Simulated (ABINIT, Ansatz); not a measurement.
# Al3GaN4 (P-43m): bands and cutoff in G0W0 with ABINIT

Wanted: a converged G0W0 gap of Al3GaN4 (P-43m), or an estimate of the limit.

Program: ABINIT 10.8.3. Level of theory: PBEsol and many-body steps on it, plane waves. Results are calculated unless marked as measured.

## Step 1: The starting structure

Symmetry: P-43m, No. 215, cubic system. The conventional cell has a = 4.401 Å, b = 4.401 Å, c = 4.401 Å, α = 90.00°, β = 90.00°, γ = 90.00°. Nearest to Al lie 4 N at 1.89 Å. Nearest to Ga lie 4 N at 1.95 Å. Nearest to N lie 3 Al at 1.89 Å and 1 Ga at 1.95 Å. Farther neighbours and most contacts between anions are not listed.

The cell and positions are those that the Materials Project relaxed with its own functionals (PBE, PBE+U or r2SCAN), kept fixed.

## Step 2: Empty states on the mesh, 2×2×2 mesh, 179 bands

This step: ABINIT 10.8.3; DFT, PBEsol, plane waves, norm-conserving pseudopotentials.

The sums over transitions need many empty states on a uniform mesh; this step solves for them.

Contents of run.abi:

```
acell 3*1.0 Angstrom
rprim 
  4.401438530000 0.000000000000 0.000000000000
  0.000000000000 4.401438530000 0.000000000000
  0.000000000000 0.000000000000 4.401438530000
ntypat 3
znucl 13 31 7
natom 8
typat 1 1 1 2 3 3 3 3
xred 
  0.500000000000 0.500000000000 0.000000000000
  0.500000000000 0.000000000000 0.500000000000
  0.000000000000 0.500000000000 0.500000000000
  0.000000000000 0.000000000000 0.000000000000
  0.744163430000 0.744163430000 0.255836570000
  0.744163430000 0.255836570000 0.744163430000
  0.255836570000 0.744163430000 0.744163430000
  0.255836570000 0.255836570000 0.255836570000
pp_dirpath "pseudos"
pseudos "Al.upf, Ga.upf, N.upf"
ecut 45
ngkpt 2 2 2
nshiftk 1
shiftk 0 0 0
kptopt 1
chksymbreak 0
iscf -2
irdden 1
istwfk *1
nband 179
nbdbuf 16
tolwfr 1e-09
nstep 60
prtvol 0
indata_prefix "in"
outdata_prefix "out"
tmpdata_prefix "tmp"
```

Run with:

```bash
OMP_NUM_THREADS=1 mpirun -n 4 abinit run.abi > log
```

Numbers of over 12 decimals in the logs are rounded to 6 here.

Output:

```text
.Version 10.8.3 of ABINIT. v10.8.2 released Aug 2026.

 Symmetries : space group P-4 3 m (#215); Bravais cP (primitive cubic)
[... echo of the input left out ...]
== DATASET  1 ==================================================================
-   mpi_nproc: 4, omp_nthreads: 1 (-1 if OMP is not activated)

--- !DatasetInfo
iteration_state: {dtset: 1, }
dimensions: {natom: 8, nkpt: 4, mband: 179, nsppol: 1, nspinor: 1, nspden: 1, mpw: 8340, }
cutoff_energies: {ecut:  45.0, pawecutdg:  -1.0, }
[...]
2.69637    2.69637    2.76858    2.78733    2.78733    2.81665    2.81665    2.85854
   2.85854    2.85854    2.89995    2.89995    2.89995    2.93045    2.93046    2.93051
   2.96910    2.98005    2.98206
 prteigrs : prtvol=0 or 1, do not print more k-points.

== END DATASET(S) ==============================================================
================================================================================

 -outvars: echo values of variables after computation  --------
            nband         179
             nkpt           4
          spgroup         215
 [... the other variables as echoed above ...]

 Calculation completed.
```

Run time: 54 s. Hardware: 4 MPI ranks of Arm Neoverse V2, shared host; peak memory 0.46 GiB.

This step gave:

* gap: 3.332 eV
* k of the valence top: 0, 0, 0
* k of the conduction bottom: 0, 0, 0
* least direct gap: 3.332 eV
* k points computed: 4
* lowest point of the top converged band, above the valence top: 69.2375 eV

On this mesh the gap is 3.332 eV.

The density comes from a self-consistent run that is not shown.

## Step 3: Screening, 2×2×2 mesh, 42 bands, screening to 62.6 eV

The RPA dielectric matrix is built and inverted for each q.

This step: RPA screening on PBEsol, plane waves, norm-conserving pseudopotentials.

run.abi: that of step 2 with these lines changed.

```diff
@@ -26,10 +26,11 @@
 chksymbreak 0
-iscf -2
-irdden 1
 istwfk *1
-nband 179
-nbdbuf 16
-tolwfr 1e-09
-nstep 60
-prtvol 0
+occopt 1
+irdwfk 1
+optdriver 3
+nband 42
+ecuteps 2.3
+inclvkb 2
+awtr 1
+symchi 1
 indata_prefix "in"
```

Output:

```text
.Version 10.8.3 of ABINIT. v10.8.2 released Aug 2026.

 Symmetries : space group P-4 3 m (#215); Bravais cP (primitive cubic)
[... echo of the input left out ...]
== DATASET  1 ==================================================================
-   mpi_nproc: 4, omp_nthreads: 1 (-1 if OMP is not activated)

--- !DatasetInfo
iteration_state: {dtset: 1, }
dimensions: {natom: 8, nkpt: 4, mband: 42, nsppol: 1, nspinor: 1, nspden: 1, mpw: 8340, }
cutoff_energies: {ecut:  45.0, pawecutdg:  -1.0, }
electrons: {nelect:   5.00000000E+01, charge:   0.00000000E+00, occopt:   1.00000000E+00, tsmear:   1.00000000E-02, }

 SCREENING: Calculation of the susceptibility and dielectric matrices

 Based on a program developped by R.W. Godby, V. Olevano, G. Onida, and L. Reining.
 Incorporated in ABINIT by V. Olevano, G.-M. Rignanese, and M. Torrent.
.Using double precision arithmetic ; gwpc =  8

[... cell and pseudopotentials left out ...]
--------------------------------------------------------------------------------

 ==== K-mesh for the wavefunctions ====
 Number of points in the irreducible wedge :     4
[... list of points left out ...]
 Together with 24 symmetry operations and time-reversal symmetry
 yields     8 points in the full Brillouin Zone.

 ==== Q-mesh for the screening function ====
 Number of points in the irreducible wedge :     4
[... list of points left out ...]
 Together with 24 symmetry operations and time-reversal symmetry
 yields     8 points in the full Brillouin Zone.

 setmesh: FFT mesh size selected  =    32x   32x   32
          total number of points  =        32768

 vcoul_init : cutoff-mode = AUXILIARY_FUNCTION
 q-points for optical limit:   1
     1)      0.000010    0.000020    0.000030

- screening: taking advantage of time-reversal symmetry
- Maximum band index for partially occupied states nbvw = 25
- Remaining bands to be divided among processors   nbcw = 17
- Number of bands treated by each node ~4

 Number of electrons calculated from density =   50.0000; Expected =   50.0000
 average of density, n =  0.086894
 r_s =    1.4006
 omega_plasma =   28.4348 [eV]

 calculating chi0 at frequencies [eV] :
  1    0.000000E+00    0.000000E+00
  2    0.000000E+00    2.843481E+01

--------------------------------------------------------------------------------
  q-point number  1        q = ( 0.000000, 0.000000, 0.000000) [r.l.u.]
--------------------------------------------------------------------------------
[... chi0 elements left out ...]
 For q-point:  0.000010 0.000020 0.000030
  dielectric constant =   5.7521
  dielectric constant without local fields =   6.0392

  Average fulfillment of the sum rule on Im[epsilon] for q-point    1 :     15.25  [%]
[... wings left out ...]
  q-point number  2        q = ( 0.500000, 0.000000, 0.000000) [r.l.u.]
--------------------------------------------------------------------------------
[... chi0 elements left out ...]
  Average fulfillment of the sum rule on Im[epsilon] for q-point    2 :     24.91  [%]

 [... 2 further q-points ...]
```

The job ended after 6.9 s (4 MPI ranks; peak memory 0.83 GiB; 27 s of CPU time).

This step gave:

```yaml
eps_infinity_with_local_fields_on_this_mesh_along_the_program_s_q_direction: 5.752
the_same_without_local_fields: 6.039
plasma_frequency: 28.43 eV
plane_waves_in_the_screening_matrix: 93
```

Local fields lower ε∞ by 5 %. On a Γ-centred mesh this coarse the value itself is usually too large, while a short band sum pulls it down.

## Step 4: 42 bands, 62.6 eV

The self-energy is evaluated for the states that the input lists, and the levels follow from it, in one-shot runs by the linearised quasiparticle equation.

This step: G0W0 on PBEsol, plane waves, norm-conserving pseudopotentials.

run.abi: that of step 3 with these lines changed.

```diff
@@ -29,8 +29,15 @@
 irdwfk 1
-optdriver 3
+optdriver 4
 nband 42
+gwcalctyp 0
+ecutsigx 45
+symsigma 1
+nkptgw 1
+kptgw 
+  0.0000000000 0.0000000000 0.0000000000
+bdgw 
+  23 28
 ecuteps 2.3
-inclvkb 2
-awtr 1
-symchi 1
+irdscr 1
+ppmodel 1
 indata_prefix "in"
```

Output:

```text
.Version 10.8.3 of ABINIT. v10.8.2 released Aug 2026.

 Symmetries : space group P-4 3 m (#215); Bravais cP (primitive cubic)
[... echo of the input left out ...]
== DATASET  1 ==================================================================
-   mpi_nproc: 4, omp_nthreads: 1 (-1 if OMP is not activated)

--- !DatasetInfo
iteration_state: {dtset: 1, }
dimensions: {natom: 8, nkpt: 4, mband: 42, nsppol: 1, nspinor: 1, nspden: 1, mpw: 8340, }
cutoff_energies: {ecut:  45.0, pawecutdg:  -1.0, }
electrons: {nelect:   5.00000000E+01, charge:   0.00000000E+00, occopt:   1.00000000E+00, tsmear:   1.00000000E-02, }

 SIGMA: Calculation of the GW corrections

 Based on a program developped by R.W. Godby, V. Olevano, G. Onida, and L. Reining.
 Incorporated in ABINIT by V. Olevano, G.-M. Rignanese, and M. Torrent.
.Using double precision arithmetic ; gwpc =  8

[... cell and pseudopotentials left out ...]
--------------------------------------------------------------------------------

 ==== K-mesh for the wavefunctions ====
 Number of points in the irreducible wedge :     4
[... list of points left out ...]
 Together with 24 symmetry operations and time-reversal symmetry
 yields     8 points in the full Brillouin Zone.

 ==== Q-mesh for screening function ====
 Number of points in the irreducible wedge :     4
[... list of points left out ...]
 Together with 24 symmetry operations and time-reversal symmetry
 yields     8 points in the full Brillouin Zone.

 vcoul_init : cutoff-mode = AUXILIARY_FUNCTION
 q-points for optical limit:   1
     1)      0.000010    0.000020    0.000030
 setmesh: FFT mesh size selected  =    54x   54x   54
          total number of points  =       157464

 Number of electrons calculated from density =   50.0000; Expected =   50.0000
 average of density, n =  0.086894
 r_s =    1.4006
 omega_plasma =   28.4348 [eV]

 === KS Band Gaps ===
  >>>> For spin  1
   Minimum direct gap =   3.3322 [eV], located at k-point      :   0.0000  0.0000  0.0000
   Fundamental gap    =   3.3322 [eV], Top of valence bands at :   0.0000  0.0000  0.0000
                                       Bottom of conduction at :   0.0000  0.0000  0.0000
 SIGMA fundamental parameters:
 PLASMON POLE MODEL  1
 number of plane-waves for SigmaX                 8289
 number of plane-waves for SigmaC and W             93
 number of plane-waves for wavefunctions          8289
 number of bands                                    42
 number of independent spin polarizations            1
 number of spinorial components                      1
 number of k-points in IBZ                           4
 number of q-points in IBZ                           4
 number of symmetry operations                      24
 number of k-points in BZ                            8
 number of q-points in BZ                            8
 number of frequencies for dSigma/dE                 9
 frequency step for dSigma/dE [eV]                0.25
 number of omega for Sigma on real axis              0
 max omega for Sigma on real axis  [eV]           0.00
 zcut for avoiding poles [eV]                     0.10

 EPSILON^-1 parameters (SCR file):
 dimension of the eps^-1 matrix on file             93
 dimension of the eps^-1 matrix used                93
 number of plane-waves for wavefunctions          8289
 number of bands                                    42
 number of q-points in IBZ                           4
 number of frequencies                               2
 number of real frequencies                          1
 number of imag frequencies                          1

 matrix elements of self-energy operator (all in [eV])

 Perturbative Calculation

--- !SelfEnergy_ee
iteration_state: {dtset: 1, }
kpoint     : [   0.000,    0.000,    0.000, ]
spin       : 1
KS_gap     :    3.332
QP_gap     :    4.541
Delta_QP_KS:    1.208
data: !SigmaeeData |
     Band     E0 <VxcDFT>   SigX SigC(E0)      Z dSigC/dE  Sig(E)    E-E0       E
       23   5.951 -17.109 -20.836   4.166   0.796  -0.257 -16.760   0.349   6.299
       24   5.951 -17.109 -20.836   4.166   0.796  -0.257 -16.760   0.349   6.299
       25   5.951 -17.109 -20.836   4.166   0.796  -0.257 -16.760   0.349   6.299
       26   9.283 -10.415  -5.888  -2.679   0.842  -0.187  -8.858   1.557  10.840
       27   9.283 -10.415  -5.888  -2.679   0.842  -0.187  -8.858   1.557  10.840
       28   9.283 -10.415  -5.888  -2.679   0.842  -0.187  -8.858   1.557  10.840

== END DATASET(S) ==============================================================
================================================================================

 -outvars: echo values of variables after computation  --------
           etotal      0.0000000000E+00
            nband          42
             nkpt           4
          spgroup         215
 [... the other variables as echoed above ...]

 Calculation completed.
```

Elapsed: 3.5 s, on 4 MPI ranks; peak memory 0.83 GiB.

Numbers from this step:

```yaml
g0w0_gap_on_the_points_computed: 4.541 eV
starting_gap_on_the_mesh: 3.332 eV
k_of_the_valence_top: 0, 0, 0
k_of_the_conduction_bottom: 0, 0, 0
z_at_the_valence_top: 0.796
z_at_the_conduction_bottom: 0.842
least_direct_g0w0_gap_on_the_computed_points: 4.541 eV
```

The gap on the mesh goes from 3.33 eV to 4.54 eV, a correction of +1.21 eV.

## Step 5: Screening, 2×2×2 mesh, 81 bands, screening to 114.3 eV

This step: RPA screening on PBEsol, plane waves, norm-conserving pseudopotentials.

run.abi: that of step 4 with these lines changed.

```diff
@@ -29,15 +29,8 @@
 irdwfk 1
-optdriver 4
-nband 42
-gwcalctyp 0
-ecutsigx 45
-symsigma 1
-nkptgw 1
-kptgw 
-  0.0000000000 0.0000000000 0.0000000000
-bdgw 
-  23 28
-ecuteps 2.3
-irdscr 1
-ppmodel 1
+optdriver 3
+nband 81
+ecuteps 4.2
+inclvkb 2
+awtr 1
+symchi 1
 indata_prefix "in"
```

Output:

```text
.Version 10.8.3 of ABINIT. v10.8.2 released Aug 2026.

 Symmetries : space group P-4 3 m (#215); Bravais cP (primitive cubic)
[... echo of the input left out ...]
== DATASET  1 ==================================================================
-   mpi_nproc: 4, omp_nthreads: 1 (-1 if OMP is not activated)

--- !DatasetInfo
iteration_state: {dtset: 1, }
dimensions: {natom: 8, nkpt: 4, mband: 81, nsppol: 1, nspinor: 1, nspden: 1, mpw: 8340, }
cutoff_energies: {ecut:  45.0, pawecutdg:  -1.0, }
electrons: {nelect:   5.00000000E+01, charge:   0.00000000E+00, occopt:   1.00000000E+00, tsmear:   1.00000000E-02, }

 SCREENING: Calculation of the susceptibility and dielectric matrices

 Based on a program developped by R.W. Godby, V. Olevano, G. Onida, and L. Reining.
 Incorporated in ABINIT by V. Olevano, G.-M. Rignanese, and M. Torrent.
.Using double precision arithmetic ; gwpc =  8

[... cell and pseudopotentials left out ...]
--------------------------------------------------------------------------------

 ==== K-mesh for the wavefunctions ====
 Number of points in the irreducible wedge :     4
[... list of points left out ...]
 Together with 24 symmetry operations and time-reversal symmetry
 yields     8 points in the full Brillouin Zone.

 ==== Q-mesh for the screening function ====
 Number of points in the irreducible wedge :     4
[... list of points left out ...]
 Together with 24 symmetry operations and time-reversal symmetry
 yields     8 points in the full Brillouin Zone.

 setmesh: FFT mesh size selected  =    36x   36x   36
          total number of points  =        46656

 vcoul_init : cutoff-mode = AUXILIARY_FUNCTION
 q-points for optical limit:   1
     1)      0.000010    0.000020    0.000030

- screening: taking advantage of time-reversal symmetry
- Maximum band index for partially occupied states nbvw = 25
- Remaining bands to be divided among processors   nbcw = 56
- Number of bands treated by each node ~14

 Number of electrons calculated from density =   50.0000; Expected =   50.0000
 average of density, n =  0.086894
 r_s =    1.4006
 omega_plasma =   28.4348 [eV]

 calculating chi0 at frequencies [eV] :
  1    0.000000E+00    0.000000E+00
  2    0.000000E+00    2.843481E+01

--------------------------------------------------------------------------------
  q-point number  1        q = ( 0.000000, 0.000000, 0.000000) [r.l.u.]
--------------------------------------------------------------------------------
[... chi0 elements left out ...]
 For q-point:  0.000010 0.000020 0.000030
  dielectric constant =   5.7305
  dielectric constant without local fields =   6.2102

  Average fulfillment of the sum rule on Im[epsilon] for q-point    1 :     35.54  [%]
[... wings left out ...]
  q-point number  2        q = ( 0.500000, 0.000000, 0.000000) [r.l.u.]
--------------------------------------------------------------------------------
[... chi0 elements left out ...]
  Average fulfillment of the sum rule on Im[epsilon] for q-point    2 :     42.59  [%]

 [... 2 further q-points ...]
```

Wall time 16 s (4 MPI ranks); peak memory 1.1 GiB.

Numbers from this step:

* ε∞ with local fields, on this mesh, along the program's q direction: 5.731
* the same without local fields: 6.210
* plasma frequency: 28.43 eV
* plane waves in the screening matrix: 251

[end of part 1 of 2]

[Paths, hosts, dates, memory and timing lines, banners, echoed tables and standing remarks are left out of the program output.]

[Logs are printed without paths, hosts, clocks, repeated set-up lines and the standing remarks that a program may print on its own settings, such as how far it seeks lower states.]

[Runs of the session that timed out or met a known fault of the program may be left out.]

[No measured gap is set beside runs whose start may be inverted or whose files or cutoffs have a known fault.]

[Hosts, paths, dates, database ids (printed as entryN), source tags and the programs' standing remarks are cut or masked in the printed files.]

[G0W0 gaps are taken among the corrected bands and points alone; a level outside them can change the order at an edge.]

[Where Ansatz stands beside ABINIT at settings called matched, ABINIT's density can come from a denser mesh and the files from another edition; pairs whose starting gaps differed by over 0.03 eV were left out, so agreement reads better than it is.]
